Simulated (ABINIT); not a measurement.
# SnO2 (Cassiterite): a self-consistent loop beyond G0W0, cycle by cycle, part 2 of 2

Aim: iterate the self-energy on SnO2 (Cassiterite) and follow the gap from cycle to cycle.

ABINIT 10.8.3; PBE and many-body steps on it, plane waves. Known limits of the many-body steps: not at the basis limit; no spin-orbit coupling; coarse k mesh.

So far. Step 11 (QSGW, cycle 3): Against the cycle before, the gap moves by +0.112 eV.

## (14) QSGW, cycle 4

This step: QSGW on PBE, plane waves, norm-conserving pseudopotentials.

run.abi

```
acell 3*1.0 Angstrom
rprim 
  4.738000000000 0.000000000000 0.000000000000
  0.000000000000 4.738000000000 0.000000000000
  0.000000000000 0.000000000000 3.186500000000
ntypat 2
znucl 50 8
natom 6
typat 1 1 2 2 2 2
xred 
  0.000000000000 0.000000000000 0.000000000000
  0.500000000000 0.500000000000 0.500000000000
  0.307100000000 0.307100000000 0.000000000000
  0.192900000000 0.807100000000 0.500000000000
  0.692900000000 0.692900000000 0.000000000000
  0.807100000000 0.192900000000 0.500000000000
pp_dirpath "pseudos"
pseudos "Sn.upf, O.upf"
ecut 42
ngkpt 2 2 4
nshiftk 1
shiftk 0 0 0
kptopt 1
chksymbreak 0
istwfk *1
occopt 1
irdwfk 1
optdriver 4
nband 63
gwcalctyp 28
ecutsigx 42
symsigma 0
nkptgw 9
kptgw 
  0.0000000000 0.0000000000 0.0000000000
  0.5000000000 0.0000000000 0.0000000000
  0.5000000000 0.5000000000 0.0000000000
  0.0000000000 0.0000000000 0.2500000000
  0.5000000000 0.0000000000 0.2500000000
  0.5000000000 0.5000000000 0.2500000000
  0.0000000000 0.0000000000 0.5000000000
  0.5000000000 0.0000000000 0.5000000000
  0.5000000000 0.5000000000 0.5000000000
bdgw 
  23 40
  23 40
  23 40
  23 40
  23 40
  23 40
  23 40
  23 40
  23 40
ecuteps 3.2
irdscr 1
ppmodel 1
irdqps 1
rhoqpmix 0.3
indata_prefix "in"
outdata_prefix "out"
tmpdata_prefix "tmp"
```

Run with:

```
$ OMP_NUM_THREADS=1 mpirun -n 8 abinit run.abi > log
```

It took 34 s on 8 MPI ranks of Arm Neoverse V1, shared host; peak memory 3.5 GiB.

This step gave:

| Quantity | Value |
| --- | --- |
| quasiparticle gap on the mesh | 3.726 eV |
| gap of the density functional on the mesh | 1.284 eV |
| k of the valence top | 0, 0, 0 |
| k of the conduction bottom | 0, 0, 0 |
| least direct quasiparticle gap on the computed points | 3.726 eV |

Against the cycle before, the gap moves by +0.030 eV.

## (15) Screening, 2×2×4 mesh, 63 bands, screening to 87.1 eV

This step: RPA screening on PBE, plane waves, norm-conserving pseudopotentials.

run.abi

```
acell 3*1.0 Angstrom
rprim 
  4.738000000000 0.000000000000 0.000000000000
  0.000000000000 4.738000000000 0.000000000000
  0.000000000000 0.000000000000 3.186500000000
ntypat 2
znucl 50 8
natom 6
typat 1 1 2 2 2 2
xred 
  0.000000000000 0.000000000000 0.000000000000
  0.500000000000 0.500000000000 0.500000000000
  0.307100000000 0.307100000000 0.000000000000
  0.192900000000 0.807100000000 0.500000000000
  0.692900000000 0.692900000000 0.000000000000
  0.807100000000 0.192900000000 0.500000000000
pp_dirpath "pseudos"
pseudos "Sn.upf, O.upf"
ecut 42
ngkpt 2 2 4
nshiftk 1
shiftk 0 0 0
kptopt 1
chksymbreak 0
istwfk *1
occopt 1
irdwfk 1
optdriver 3
nband 63
ecuteps 3.2
inclvkb 2
awtr 1
symchi 1
gwcalctyp 28
mbpt_sciss 3.309 eV
nqptdm 1
qptdm 
  0 0 0
indata_prefix "in"
outdata_prefix "out"
tmpdata_prefix "tmp"
```

Wall time 9.5 s (8 MPI ranks); peak memory 2.5 GiB; 75 s of CPU time.

Numbers from this step:

```yaml
eps_infinity_with_local_fields_on_this_mesh_along_the_program_s_q_direction: 3.713
the_same_without_local_fields: 3.807
plasma_frequency: 36.20 eV
plane_waves_in_the_screening_matrix: 137
```

This screening uses the functional's bands under a rigid shift, the mean opening of the cycle before.

## (16) Screening, 2×2×4 mesh, 63 bands, screening to 87.1 eV

This step: RPA screening on PBE from quasiparticle energies and orbitals, plane waves, norm-conserving pseudopotentials.

Edit run.abi of step 15 so:

```diff
@@ -33,7 +33,14 @@
 symchi 1
+irdqps 1
 gwcalctyp 28
-mbpt_sciss 3.309 eV
-nqptdm 1
+nqptdm 8
 qptdm 
-  0 0 0
+  0.5000000000 0.0000000000 0.0000000000
+  0.5000000000 0.5000000000 0.0000000000
+  0.0000000000 0.0000000000 0.2500000000
+  0.5000000000 0.0000000000 0.2500000000
+  0.5000000000 0.5000000000 0.2500000000
+  0.0000000000 0.0000000000 0.5000000000
+  0.5000000000 0.0000000000 0.5000000000
+  0.5000000000 0.5000000000 0.5000000000
 indata_prefix "in"
```

mrgscr.stdin

```
2
merged
q0_SCR
out_SCR
1
```

Run with:

```
$ OMP_NUM_THREADS=1 mpirun -n 8 abinit run.abi > log; mrgscr < mrgscr.stdin
```

Run time: 8.9 s. Hardware: 8 MPI ranks; peak memory 2 GiB.

This step gave:

| Property | Result |
| --- | --- |
| plasma frequency | 36.20 eV |
| plane waves in the screening matrix | 137 |

This screening reads the quasiparticle levels of the cycle before.

## (17) QSGW, cycle 5

This step: QSGW on PBE, plane waves, norm-conserving pseudopotentials.

Edit run.abi of step 16 so:

```diff
@@ -27,12 +27,10 @@
 irdwfk 1
-optdriver 3
+optdriver 4
 nband 63
-ecuteps 3.2
-inclvkb 2
-awtr 1
-symchi 1
-irdqps 1
 gwcalctyp 28
-nqptdm 8
-qptdm 
+ecutsigx 42
+symsigma 0
+nkptgw 9
+kptgw 
+  0.0000000000 0.0000000000 0.0000000000
   0.5000000000 0.0000000000 0.0000000000
@@ -45,2 +43,17 @@
   0.5000000000 0.5000000000 0.5000000000
+bdgw 
+  23 40
+  23 40
+  23 40
+  23 40
+  23 40
+  23 40
+  23 40
+  23 40
+  23 40
+ecuteps 3.2
+irdscr 1
+ppmodel 1
+irdqps 1
+rhoqpmix 0.3
 indata_prefix "in"
```

Run with:

```
$ OMP_NUM_THREADS=1 mpirun -n 8 abinit run.abi > log
```

Wall time 34 s (8 MPI ranks); peak memory 3.5 GiB; 4.6 min of CPU time.

This step gave:

| Quantity | Value |
| --- | --- |
| quasiparticle gap on the mesh | 3.726 eV |
| gap of the density functional on the mesh | 1.284 eV |
| k of the valence top | 0, 0, 0 |
| k of the conduction bottom | 0, 0, 0 |
| least direct quasiparticle gap on the computed points | 3.726 eV |

Against the cycle before, the gap moves by +0.000 eV.

## (18) Side by side

Times are wall times on 8 MPI ranks of Arm Neoverse V1, shared host, good to a factor of about two. A run's time includes the screening step that it read.

```
          run   mesh  bands  screening cutoff (eV)  DFT gap (eV)  gap on the mesh (eV)  direct (eV)  ε∞ used  time
         G0W0  2×2×4     63                   87.1         1.284                 2.881        2.881     5.06  19 s
QSGW, cycle 1  2×2×4     63                   87.1         1.284                 3.134        3.134     5.06  50 s
QSGW, cycle 2  2×2×4     63                   87.1         1.284                 3.584        3.584     3.84  53 s
QSGW, cycle 3  2×2×4     63                   87.1         1.284                 3.696        3.696     3.75  53 s
QSGW, cycle 4  2×2×4     63                   87.1         1.284                 3.726        3.726     3.72  53 s
QSGW, cycle 5  2×2×4     63                   87.1         1.284                 3.726        3.726     3.71  53 s
```

## (19) Results

```json
{
  "G0W0": "2.881 eV",
  "QSGW, cycle 1": "3.134 eV",
  "QSGW, cycle 2": "3.584 eV",
  "QSGW, cycle 3": "3.696 eV",
  "QSGW, cycle 4": "3.726 eV",
  "QSGW, cycle 5": "3.726 eV",
  "known limits": "not at the basis limit; no spin-orbit coupling; coarse k mesh"
}
```

Only the bands that the input lists are updated; the others, empty or deep, keep the functional's energies or take a rigid shift. QSGW ends at 3.73 eV, +0.84 eV from G0W0, after 5 cycles that took 4.1 min beside the first screening; the last moved the gap by 0.000 eV. Against experiment, by QSGW, cycle 5: the gap of 3.73 eV lies +0.13 eV from the measured 3.6 eV (kind not stated, quoted 2022). These are gaps on the mesh, at modest bands and cutoff. The calculation has static nuclei and no excitons; a measured gap holds zero-point and thermal motion, which mostly lowers it. Bands and cutoff are finite, so the gap is not at the basis limit. The miss can reach some tenths of an eV and take either sign; the mesh is an error of its own. The 2×2×4 mesh is coarse for this cell, which bears on the long-range parts of exchange and screening. In the updated screening the q = 0 part is built from Kohn-Sham bands under a rigid shift, the other q from the quasiparticle levels. The many-body steps are scalar-relativistic: spin-orbit coupling is not in them.

[Paths, hosts, dates, memory and timing lines, banners, echoed tables and standing remarks are left out of the program output.]

[Logs are printed without paths, hosts, clocks, repeated set-up lines and the standing remarks that a program may print on its own settings, such as how far it seeks lower states.]

[Runs of the session that timed out or met a known fault of the program may be left out.]

[Hosts, paths, dates, database ids (printed as entryN), source tags and the programs' standing remarks are cut or masked in the printed files.]

[G0W0 gaps are taken among the corrected bands and points alone; a level outside them can change the order at an edge.]

[Where Ansatz stands beside ABINIT at settings called matched, ABINIT's density can come from a denser mesh and the files from another edition; pairs whose starting gaps differed by over 0.03 eV were left out, so agreement reads better than it is.]
